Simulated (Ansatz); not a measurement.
## Preparing Y4S3N2 (C2/m) as a host crystal

Aim: the runs on the perfect crystal Y4S3N2 (C2/m) that a defect calculation needs first.

Method: plane-wave PAW DFT, PBEsol; relaxation of the defect-free supercell from random displacements, a test of the host's stability, in Ansatz 0.2.0.

## Step 1: Starting point

The cell holds 54 atoms: 24 Y, 18 S and 12 N. Its edges and angles: a = 12.778 Å, b = 11.374 Å, c = 9.763 Å, α = 90.0°, β = 128.5°, γ = 90.0°.

Structure file:

```xyz
54
Lattice="12.7781 0.0000 -0.0248 0.0000 11.3745 0.0000 -6.0606 0.0000 7.6537" Properties=species:S:1:pos:R:3 pbc="T T T"
Y    -0.6153    1.8957    4.9602
Y     5.7738    0.0000    4.9478
Y     0.9438    0.0000    2.6811
Y     7.3328    1.8957    2.6687
Y     4.6955    0.0000    1.0893
Y    11.0845    1.8957    1.0769
Y    -4.3670    1.8957    6.5520
Y     2.0220    0.0000    6.5396
S     0.0000    0.0000    0.0000
S     6.3891    1.8957   -0.0124
S    -2.5264    0.0000    5.9982
S     3.8626    1.8957    5.9858
S     2.8549    1.8957    1.6431
S     9.2440    0.0000    1.6307
N    -0.3467    1.8957    2.7567
N     6.0423    0.0000    2.7443
N     0.6752    0.0000    4.8846
N     7.0643    1.8957    4.8722
Y    -0.6153    5.6872    4.9602
Y     5.7738    3.7915    4.9478
Y     0.9438    3.7915    2.6811
Y     7.3328    5.6872    2.6687
Y     4.6955    3.7915    1.0893
Y    11.0845    5.6872    1.0769
Y    -4.3670    5.6872    6.5520
Y     2.0220    3.7915    6.5396
S     0.0000    3.7915    0.0000
S     6.3891    5.6872   -0.0124
S    -2.5264    3.7915    5.9982
S     3.8626    5.6872    5.9858
S     2.8549    5.6872    1.6431
S     9.2440    3.7915    1.6307
N    -0.3467    5.6872    2.7567
N     6.0423    3.7915    2.7443
N     0.6752    3.7915    4.8846
N     7.0643    5.6872    4.8722
Y    -0.6153    9.4787    4.9602
Y     5.7738    7.5830    4.9478
Y     0.9438    7.5830    2.6811
Y     7.3328    9.4787    2.6687
Y     4.6955    7.5830    1.0893
Y    11.0845    9.4787    1.0769
Y    -4.3670    9.4787    6.5520
Y     2.0220    7.5830    6.5396
S     0.0000    7.5830    0.0000
S     6.3891    9.4787   -0.0124
S    -2.5264    7.5830    5.9982
S     3.8626    9.4787    5.9858
S     2.8549    9.4787    1.6431
S     9.2440    7.5830    1.6307
N    -0.3467    9.4787    2.7567
N     6.0423    7.5830    2.7443
N     0.6752    7.5830    4.8846
N     7.0643    9.4787    4.8722
```

## Step 2: Defect free supercell relaxed from displaced atoms

The input displaces the atoms at random before the relaxation, so that it can leave a symmetric saddle if there is one.

The input, pristine.rattled/input.yaml:

```yaml
crystal:
  lattice:
    - [12.7781342035, 0.0, -0.0247650997]
    - [0.0, 11.3744665304, 0.0]
    - [-6.0606245099, 0.0, 7.6536801827]
  atoms:
    - { symbol: "Y", position: [0.2596261344, 0.1666666667, 0.6489175946] }
    - { symbol: "Y", position: [0.7596261344, 0.0, 0.6489175946] }
    - { symbol: "Y", position: [0.2403738656, 0.0, 0.3510824054] }
    - { symbol: "Y", position: [0.7403738656, 0.1666666667, 0.3510824054] }
    - { symbol: "Y", position: [0.4356334598, 0.0, 0.1437337873] }
    - { symbol: "Y", position: [0.9356334598, 0.1666666667, 0.1437337873] }
    - { symbol: "Y", position: [0.0643665402, 0.1666666667, 0.8562662127] }
    - { symbol: "Y", position: [0.5643665402, 0.0, 0.8562662127] }
    - { symbol: S, position: [0.0, 0.0, 0.0] }
    - { symbol: S, position: [0.5, 0.1666666667, 0.0] }
    - { symbol: S, position: [0.1742559581, 0.0, 0.7842608932] }
    - { symbol: S, position: [0.6742559581, 0.1666666667, 0.7842608932] }
    - { symbol: S, position: [0.3257440419, 0.1666666667, 0.2157391068] }
    - { symbol: S, position: [0.8257440419, 0.0, 0.2157391068] }
    - { symbol: "N", position: [0.1439151788, 0.1666666667, 0.3606422584] }
    - { symbol: "N", position: [0.6439151788, 0.0, 0.3606422584] }
    - { symbol: "N", position: [0.3560848212, 0.0, 0.6393577416] }
    - { symbol: "N", position: [0.8560848212, 0.1666666667, 0.6393577416] }
    - { symbol: "Y", position: [0.2596261344, 0.5, 0.6489175946] }
    - { symbol: "Y", position: [0.7596261344, 0.3333333333, 0.6489175946] }
    - { symbol: "Y", position: [0.2403738656, 0.3333333333, 0.3510824054] }
    - { symbol: "Y", position: [0.7403738656, 0.5, 0.3510824054] }
    - { symbol: "Y", position: [0.4356334598, 0.3333333333, 0.1437337873] }
    - { symbol: "Y", position: [0.9356334598, 0.5, 0.1437337873] }
    - { symbol: "Y", position: [0.0643665402, 0.5, 0.8562662127] }
    - { symbol: "Y", position: [0.5643665402, 0.3333333333, 0.8562662127] }
    - { symbol: S, position: [0.0, 0.3333333333, 0.0] }
    - { symbol: S, position: [0.5, 0.5, 0.0] }
    - { symbol: S, position: [0.1742559581, 0.3333333333, 0.7842608932] }
    - { symbol: S, position: [0.6742559581, 0.5, 0.7842608932] }
    - { symbol: S, position: [0.3257440419, 0.5, 0.2157391068] }
    - { symbol: S, position: [0.8257440419, 0.3333333333, 0.2157391068] }
    - { symbol: "N", position: [0.1439151788, 0.5, 0.3606422584] }
    - { symbol: "N", position: [0.6439151788, 0.3333333333, 0.3606422584] }
    - { symbol: "N", position: [0.3560848212, 0.3333333333, 0.6393577416] }
    - { symbol: "N", position: [0.8560848212, 0.5, 0.6393577416] }
    - { symbol: "Y", position: [0.2596261344, 0.8333333333, 0.6489175946] }
    - { symbol: "Y", position: [0.7596261344, 0.6666666667, 0.6489175946] }
    - { symbol: "Y", position: [0.2403738656, 0.6666666667, 0.3510824054] }
    - { symbol: "Y", position: [0.7403738656, 0.8333333333, 0.3510824054] }
    - { symbol: "Y", position: [0.4356334598, 0.6666666667, 0.1437337873] }
    - { symbol: "Y", position: [0.9356334598, 0.8333333333, 0.1437337873] }
    - { symbol: "Y", position: [0.0643665402, 0.8333333333, 0.8562662127] }
    - { symbol: "Y", position: [0.5643665402, 0.6666666667, 0.8562662127] }
    - { symbol: S, position: [0.0, 0.6666666667, 0.0] }
    - { symbol: S, position: [0.5, 0.8333333333, 0.0] }
    - { symbol: S, position: [0.1742559581, 0.6666666667, 0.7842608932] }
    - { symbol: S, position: [0.6742559581, 0.8333333333, 0.7842608932] }
    - { symbol: S, position: [0.3257440419, 0.8333333333, 0.2157391068] }
    - { symbol: S, position: [0.8257440419, 0.6666666667, 0.2157391068] }
    - { symbol: "N", position: [0.1439151788, 0.8333333333, 0.3606422584] }
    - { symbol: "N", position: [0.6439151788, 0.6666666667, 0.3606422584] }
    - { symbol: "N", position: [0.3560848212, 0.6666666667, 0.6393577416] }
    - { symbol: "N", position: [0.8560848212, 0.8333333333, 0.6393577416] }
basis:
  ecutwfc: 420
  xc_grid: 2
hamiltonian:
  xc: pbesol
kpoints:
  mp_grid: { grid: [1, 1, 1], shift: [0.25, 0.25, 0.25] }
scf:
  occupations: { method: fermi_dirac, width: 0.01 }
  max_iter: 80
output:
  forces: true
relax:
  f_tol: 0.01
  max_steps: 120
  random_displacement: { amplitude: 0.08, seed: 1104 }
checkpoint:
  write: "../pristine.rattled.run"
  compress: false
  write_wavefunctions: false
  write_every: 100000
```

Launch:

```sh
ansatz run input.yaml --threads 4 --pin off --max-ram 7536MiB --backend cpu --events-out ev --progress --plain --runs-dir out
```

Numbers of over 12 decimals in the logs are rounded to 6 here.

Log:

```text
[... repeated set-up lines and file paths are left out, and long positions are rounded to six places ...]
Engine: ansatz 0.2.0, aarch64-unknown-linux-gnu
Pseudopotentials: kind: paw
Pseudopotential: Y, paw, valence charge 11, recommended cutoff 420 eV (normal), Y.paw.azcp
Pseudopotential: S, paw, valence charge 6, recommended cutoff 420 eV (normal), S.paw.azcp
Pseudopotential: N, paw, valence charge 5, recommended cutoff 420 eV (normal), N.paw.azcp
Functional definition: PBEsol
  exchange = pbesol_x
  correlation = pbesol_c
Crystal: 54 atoms, lattice volume = 1110.713 Å³
Basis set: ecut = 420 eV, 21699 PW (Γ), exchange–correlation on 180×160×144 points (8 copies of the dense FFT grid, shifted against one another)
Bands: 270, of which v1, the nominal top of the filled ones, is band 216 counted from 1 (215 counted from 0)
Symmetry: 1 space group operations
k-points: 1
Non-local potential: Y, projectors of the file, l = 0: 3, l = 1: 2, l = 2: 2, l = 3: 1
Non-local potential: S, projectors of the file, l = 0: 2, l = 1: 2, l = 2: 2
Non-local potential: N, projectors of the file, l = 0: 2, l = 1: 2, l = 2: 1
PAW form: soft (Blöchl's): semilocal exchange-correlation on the pseudo side does not see the compensation charge
PAW frozen core: Y, regenerated for the run's functional, and the local potential with it (the file was generated under x = pbe(κ = 0.804, μ = 0.219515), c = pbe(β = 0.066725))
PAW frozen core: S, regenerated for the run's functional, and the local potential with it (the file was generated under x = pbe(κ = 0.804, μ = 0.219515), c = pbe(β = 0.066725))
PAW frozen core: N, regenerated for the run's functional, and the local potential with it (the file was generated under x = pbe(κ = 0.804, μ = 0.219515), c = pbe(β = 0.066725))
PAW one-centre angular grid: Y, 590 points (default); XC on 64 Gauss nodes
PAW one-centre angular grid: S, 110 points (default); XC on 64 Gauss nodes
PAW one-centre angular grid: N, 110 points (default); XC on 64 Gauss nodes
Initial density: superposition of atomic densities (neutral atoms: chi_scale 0, normalization atom), corrected by the library's trained network
Initial wavefunctions: pseudopotential atomic-orbital guess
Functional: x = pbesol(κ = 0.804, μ = 0.123457), c = pbesol(β = 0.046)
SCF iter   1: F=—  HF=-111659.429485 eV  |F-HF|=—  |Δ(HF+E_count)|=         —  Δρ=7.10e-3  dr2=7.71e-1  ethr=1.77e-3  ⟨swp⟩=6.0  Hψ=1088  notcnv=0  defer=40
preconditioner: auto → Resta (q_TF=auto, 2.331 Å⁻¹)  ε∞=3.3  [insulator: Δε(μ)=1.514 eV  Ē_g=14.470 eV  σ=0.010 eV  W_gap=1.00  n_scr=240 (ndim 8)  ℏωp=21.8 eV  f_vac=0.039  D(μ)=0.00/eV (n_scr^D=0)  ε∞_Penn≈3.3]
SCF iter   2: F=—  HF=-111659.273128 eV  |F-HF|=—  |Δ(HF+E_count)|=   1.56e-1  Δρ=2.74e-3  dr2=1.31e-1  ethr=1.79e-4  ⟨swp⟩=2.0  Hψ=421  notcnv=0  defer=47
SCF iter   3: F=—  HF=-111659.253531 eV  |F-HF|=—  |Δ(HF+E_count)|=   1.96e-2  Δρ=1.31e-3  dr2=2.12e-2  ethr=3.04e-5  ⟨swp⟩=2.0  Hψ=333  notcnv=0  defer=47
SCF iter   4: F=—  HF=-111659.251574 eV  |F-HF|=—  |Δ(HF+E_count)|=   1.96e-3  Δρ=6.22e-4  dr2=5.93e-3  ethr=4.92e-6  ⟨swp⟩=2.0  Hψ=257  notcnv=0  defer=47
SCF iter   5: F=—  HF=-111659.251180 eV  |F-HF|=—  |Δ(HF+E_count)|=   3.95e-4  Δρ=2.51e-4  dr2=1.02e-3  ethr=1.37e-6  ⟨swp⟩=2.0  Hψ=326  notcnv=0  defer=47
SCF iter   6: F=—  HF=-111659.251972 eV  |F-HF|=—  |Δ(HF+E_count)|=   7.93e-4  Δρ=5.75e-5  dr2=5.13e-5  ethr=2.36e-7  ⟨swp⟩=2.0  Hψ=373  notcnv=0  defer=47
SCF iter   7: F=—  HF=-111659.251999 eV  |F-HF|=—  |Δ(HF+E_count)|=   2.68e-5  Δρ=1.87e-5  dr2=6.08e-6  ethr=1.19e-8  ⟨swp⟩=2.0  Hψ=319  notcnv=0  defer=47
SCF iter   8: F=-111659.252003 eV  HF=-111659.252003 eV  |F-HF|=1.96e-7  |Δ(HF+E_count)|=   3.94e-6  Δρ=9.46e-6  dr2=1.32e-6  ethr=5.79e-10  ⟨swp⟩=4.0  Hψ=722  notcnv=0
SCF 1 converged in 8 iterations: F = -111659.252003 eV  dr2 = 1.32e-6
  greatest PAW one-centre occupation: 0.993 electrons in one spin orbital (limit 2), on the Y atom at site 20 (counted from 0), in its partial waves of l = 0
relax step   1: F+E_penalty+E_count = -111659.25200302 eV  Δ(F+E_penalty+E_count) = +0.000e0 eV  max|allowed force component| = 1.850e0 eV/Å  Δτ_max = 0.0000 Å  (8 SCF iters, dr2 threshold 2.50e-6 eV, accepted)
[... the SCF cycles and remarks between the steps are left out from here to the last step ...]
relax step   2: F+E_penalty+E_count = -111659.94241361 eV  Δ(F+E_penalty+E_count) = -6.904e-1 eV  max|allowed force component| = 1.010e0 eV/Å  Δτ_max = 0.1949 Å  (7 SCF iters, dr2 threshold 1.00e-4 eV, accepted)
relax step   3: F+E_penalty+E_count = -111661.04187365 eV  Δ(F+E_penalty+E_count) = -1.099e0 eV  max|allowed force component| = 3.861e-2 eV/Å  Δτ_max = 0.1038 Å  (7 SCF iters, dr2 threshold 6.37e-5 eV, accepted)
relax step   4: F+E_penalty+E_count = -111661.04187631 eV  Δ(F+E_penalty+E_count) = -2.661e-6 eV  max|allowed force component| = 3.861e-2 eV/Å  Δτ_max = 0.0000 Å  (5 SCF iters, accepted)
SCF iter   1: F=—  HF=-111661.044463 eV  |F-HF|=—  |Δ(HF+E_count)|=         —  Δρ=3.33e-4  dr2=1.82e-3  ethr=7.92e-6  ⟨swp⟩=3.0  Hψ=448  notcnv=0  defer=46
SCF iter   2: F=—  HF=-111661.044084 eV  |F-HF|=—  |Δ(HF+E_count)|=   3.79e-4  Δρ=1.70e-4  dr2=3.71e-4  ethr=4.21e-7  ⟨swp⟩=2.0  Hψ=344  notcnv=0  defer=46
SCF iter   3: F=—  HF=-111661.044031 eV  |F-HF|=—  |Δ(HF+E_count)|=   5.38e-5  Δρ=8.03e-5  dr2=9.10e-5  ethr=8.58e-8  ⟨swp⟩=2.0  Hψ=326  notcnv=0  defer=46
SCF iter   4: F=—  HF=-111661.044844 eV  |F-HF|=—  |Δ(HF+E_count)|=   8.13e-4  Δρ=2.69e-5  dr2=9.22e-6  ethr=2.11e-8  ⟨swp⟩=2.0  Hψ=326  notcnv=0  defer=46
SCF iter   5: F=—  HF=-111661.044843 eV  |F-HF|=—  |Δ(HF+E_count)|=   4.80e-7  Δρ=6.22e-6  dr2=4.80e-7  ethr=2.13e-9  ⟨swp⟩=2.0  Hψ=326  notcnv=0  defer=46
SCF iter   6: F=-111661.044843 eV  HF=-111661.044843 eV  |F-HF|=5.09e-10  |Δ(HF+E_count)|=   1.65e-7  Δρ=2.10e-6  dr2=6.69e-8  ethr=2.31e-11  ⟨swp⟩=4.0  Hψ=772  notcnv=0
SCF 5 converged in 6 iterations: F = -111661.044843 eV  dr2 = 6.69e-8
relax step   5: F+E_penalty+E_count = -111661.04484330 eV  Δ(F+E_penalty+E_count) = -2.967e-3 eV  max|allowed force component| = 8.899e-3 eV/Å  Δτ_max = 0.0132 Å  (6 SCF iters, accepted)
SCF converged after 6 iterations
Free energy (F): -111661.044843 eV
Harris-Foulkes:  -111661.044843 eV  (|F-HF|=5.09e-10)
Internal energy: -111661.044843 eV  (E = F + TS)
E sigma→0 (E₀):  -111661.044843 eV
Fermi energy:    8.956990 eV
--- Per-component energies (eV) ---
  E_band       = -2513.604829
  E_kinetic    = 10863.144869
  E_local      = -21362.167651  (includes V_loc(G=0)·N_el)
  E_nonlocal   = 2294.142468
  E_hartree    = 7312.802156
  E_xc         = -6616.311123
  E_vxc        = -7307.678511  (∫ρ·V_xc dr)
  E_paw        = -78545.015384  (= ΣΔE_a)
  E_vpaw       = -1626.648358  (= ΣTr[D̂ρ^β])
  E_aug_tail   = 0.001170  (compensation charges beyond the density's cutoff)
  E_ewald      = -25612.664169
  E_core_change = 5.022820  (= ΣΔE_core)
  E_smearing   = -0.000000  (= −TS)
  E_closure    = -0.000000  (closes the sum)
  Σ components = -111661.044843   (vs F -111661.044843, Δ=0.00e0)
--- Forces (eV/Å), atoms counted from 1 ---
  atom   1  Y     -0.00267299    -0.00417799     0.00454513
  atom   2  Y     -0.00217565    -0.00079374     0.00039715
  atom   3  Y      0.00333739     0.00102772    -0.00404203
  atom   4  Y      0.00069062     0.00021742    -0.00342479
  atom   5  Y     -0.00247257     0.00078514    -0.00678344
  atom   6  Y     -0.00325573    -0.00282319    -0.00655072
  atom   7  Y      0.00426959    -0.00275611     0.00714568
  atom   8  Y      0.00178604     0.00083415     0.00630911
  atom   9  S      0.00003926     0.00146191    -0.00023049
  atom  10  S     -0.00028155     0.00135827    -0.00081949
  atom  11  S     -0.00016049     0.00043030     0.00098094
  atom  12  S     -0.00025463     0.00177874     0.00160974
  atom  13  S     -0.00083473    -0.00161312    -0.00004625
  atom  14  S     -0.00018043    -0.00192078    -0.00036234
  atom  15  N     -0.00192857     0.00146662     0.00699371
  atom  16  N     -0.00087036    -0.00057609     0.00536764
  atom  17  N      0.00025263    -0.00001992    -0.00889808
  atom  18  N      0.00176329     0.00269886    -0.00523102
  atom  19  Y     -0.00288261    -0.00133549     0.00498615
  atom  20  Y     -0.00043179    -0.00516534     0.00053731
  atom  21  Y      0.00226314    -0.00149246    -0.00530871
  atom  22  Y     -0.00080171     0.00044695    -0.00391334
  atom  23  Y     -0.00532749    -0.00327675    -0.00671373
  atom  24  Y     -0.00163558     0.00010865    -0.00568266
  atom  25  Y      0.00530744    -0.00037233     0.00642218
  atom  26  Y     -0.00030619    -0.00185526     0.00680303
  atom  27  S     -0.00047379     0.00157649     0.00098932
  atom  28  S      0.00159582     0.00170083    -0.00118847
  atom  29  S      0.00048026     0.00407098     0.00269214
  atom  30  S     -0.00165988     0.00162580    -0.00056775
  atom  31  S     -0.00067613    -0.00226763    -0.00129329
  atom  32  S      0.00123553    -0.00065104     0.00019101
  atom  33  N     -0.00186224     0.00147101     0.00804881
  atom  34  N     -0.00075381     0.00342036     0.00866656
  atom  35  N      0.00352122     0.00142477    -0.00503344
  atom  36  N      0.00505919    -0.00031750    -0.00285053
  atom  37  Y     -0.00140259     0.00243160     0.00507991
  atom  38  Y     -0.00056474     0.00107940     0.00246957
  atom  39  Y      0.00266839     0.00172026    -0.00295281
  atom  40  Y     -0.00084264     0.00187681    -0.00496609
  atom  41  Y     -0.00142489     0.00104183    -0.00508871
  atom  42  Y     -0.00120307     0.00147790    -0.00751587
  atom  43  Y      0.00555396     0.00378381     0.00683520
  atom  44  Y      0.00285864     0.00132283     0.00687412
  atom  45  S     -0.00131840    -0.00133101     0.00051272
  atom  46  S     -0.00064092     0.00023781     0.00017819
  atom  47  S     -0.00157538    -0.00014713    -0.00082329
  atom  48  S     -0.00055292    -0.00188619    -0.00021230
  atom  49  S      0.00008912    -0.00207366    -0.00212133
  atom  50  S      0.00102200    -0.00127908    -0.00076465
  atom  51  N     -0.00387390    -0.00159534     0.00495863
  atom  52  N     -0.00250245    -0.00042241     0.00625207
  atom  53  N      0.00197563    -0.00144713    -0.00614073
  atom  54  N      0.00208451    -0.00128864    -0.00628388
  max |Σ_I F_I| component: 5.29e-5 eV/Å
--- Relaxed structure (5 steps of the walk, 5 accepted, 0 SCFs on fresh bases) ---
  F+E_penalty+E_count = -111661.04484330 eV   max|allowed force component| = 8.899e-3 eV/Å
  atoms:
    - { symbol: Y, position: [0.259269, 0.166712, 0.648311] }
    - { symbol: Y, position: [0.759286, 1.9164439929106207e-5, 0.648376] }
    - { symbol: Y, position: [0.241038, -0.000339, 0.351362] }
    - { symbol: Y, position: [0.741021, 0.166309, 0.351343] }
    - { symbol: Y, position: [0.435791, -0.000315, 0.143788] }
    - { symbol: Y, position: [0.935790, 0.166382, 0.143753] }
    - { symbol: Y, position: [0.064476, 0.166656, 0.855853] }
    - { symbol: Y, position: [0.564528, -1.5255662500005419e-5, 0.855924] }
    - { symbol: S, position: [0.000154, -0.000187, -0.000143] }
    - { symbol: S, position: [0.500154, 0.166495, -0.000171] }
    - { symbol: S, position: [0.172814, -0.000161, 0.781533] }
    - { symbol: S, position: [0.672795, 0.166515, 0.781481] }
    - { symbol: S, position: [0.327438, 0.166517, 0.218049] }
    - { symbol: S, position: [0.827491, -0.000151, 0.218154] }
    - { symbol: N, position: [0.144245, 0.166453, 0.359477] }
    - { symbol: N, position: [0.644251, -0.000226, 0.359532] }
    - { symbol: N, position: [0.356077, -0.000106, 0.640203] }
    - { symbol: N, position: [0.856014, 0.166542, 0.640152] }
    - { symbol: Y, position: [0.259239, 0.500020, 0.648269] }
    - { symbol: Y, position: [0.759228, 0.333372, 0.648305] }
    - { symbol: Y, position: [0.241023, 0.333006, 0.351313] }
    - { symbol: Y, position: [0.741014, 0.499654, 0.351309] }
    - { symbol: Y, position: [0.435783, 0.333049, 0.143712] }
    - { symbol: Y, position: [0.935740, 0.499684, 0.143726] }
    - { symbol: Y, position: [0.064441, 0.499984, 0.855830] }
    - { symbol: Y, position: [0.564512, 0.333325, 0.855851] }
    - { symbol: S, position: [0.000123, 0.333163, -0.000222] }
    - { symbol: S, position: [0.500120, 0.499822, -0.000190] }
    - { symbol: S, position: [0.172686, 0.333165, 0.781338] }
    - { symbol: S, position: [0.672878, 0.499856, 0.781595] }
    - { symbol: S, position: [0.327465, 0.499841, 0.218111] }
    - { symbol: S, position: [0.827379, 0.333153, 0.218016] }
    - { symbol: N, position: [0.144209, 0.499767, 0.359434] }
    - { symbol: N, position: [0.644214, 0.333088, 0.359458] }
    - { symbol: N, position: [0.356026, 0.333232, 0.640128] }
    - { symbol: N, position: [0.855965, 0.499900, 0.640105] }
    - { symbol: Y, position: [0.259274, 0.833341, 0.648329] }
    - { symbol: Y, position: [0.759219, 0.666687, 0.648300] }
    - { symbol: Y, position: [0.241000, 0.666317, 0.351297] }
    - { symbol: Y, position: [0.741061, 0.832987, 0.351379] }
    - { symbol: Y, position: [0.435768, 0.666365, 0.143756] }
    - { symbol: Y, position: [0.935792, 0.833019, 0.143834] }
    - { symbol: Y, position: [0.064489, 0.833286, 0.855913] }
    - { symbol: Y, position: [0.564494, 0.666647, 0.855883] }
    - { symbol: S, position: [0.000129, 0.666510, -0.000186] }
    - { symbol: S, position: [0.500168, 0.833161, -0.000158] }
    - { symbol: S, position: [0.172888, 0.666518, 0.781620] }
    - { symbol: S, position: [0.672892, 0.833208, 0.781648] }
    - { symbol: S, position: [0.327522, 0.833167, 0.218226] }
    - { symbol: S, position: [0.827461, 0.666479, 0.218147] }
    - { symbol: N, position: [0.144275, 0.833128, 0.359522] }
    - { symbol: N, position: [0.644247, 0.666456, 0.359481] }
    - { symbol: N, position: [0.356040, 0.666553, 0.640136] }
    - { symbol: N, position: [0.856042, 0.833216, 0.640185] }
```

Run time: 1.9 min. Hardware: 4 threads of Arm Neoverse N1, shared host; peak memory 1.9 GiB; 6.8 min of CPU time.

Step by step:

```csv
step,energy less that of the first step (eV),largest force component (eV/Å)
1,0.0000,1.8503
2,-0.6904,1.0099
3,-1.7899,0.0386
4,-1.7899,0.0386
5,-1.7928,0.0089
```

The atoms that moved most (Å, from the sites as typed, ahead of the random displacement, the mean shift of all atoms taken out):

```csv
atom,dx,dy,dz,length
S29,-0.005,0.000,-0.021,0.022
S49,0.005,0.000,0.020,0.021
S12,-0.005,0.000,-0.020,0.020
S14,0.005,0.000,0.020,0.020
S50,0.005,0.000,0.020,0.020
S31,0.005,0.000,0.019,0.020
S11,-0.005,0.000,-0.019,0.020
S13,0.005,0.000,0.019,0.020
```

The relaxation ends 33 meV an atom lower than the displaced start, with a largest force component of 0.0089 eV/Å.

## Step 3: What came out

```
symmetric supercell less the displaced and relaxed one : 0.000 eV
```

In words: The energy fell by 1.793 eV from the randomly displaced start; against the sites as typed, S29 ends farthest off, by 0.02 Å, once the mean shift is taken out. The displaced cell ends within 0.01 eV of the symmetric one, so no lower structure shows in this supercell. All at zero temperature.

[Logs are printed without paths, hosts, clocks, repeated set-up lines and the standing remarks that a program may print on its own settings, such as how far it seeks lower states.]

[Hosts, paths, dates, database ids (printed as entryN), source tags and the programs' standing remarks are cut or masked in the printed files.]

[Runs of the host that timed out are not shown.]

[For some hosts the program warned that the k-mesh of the response run may be too coarse for force constants and the static dielectric constant; such warnings are not always shown.]
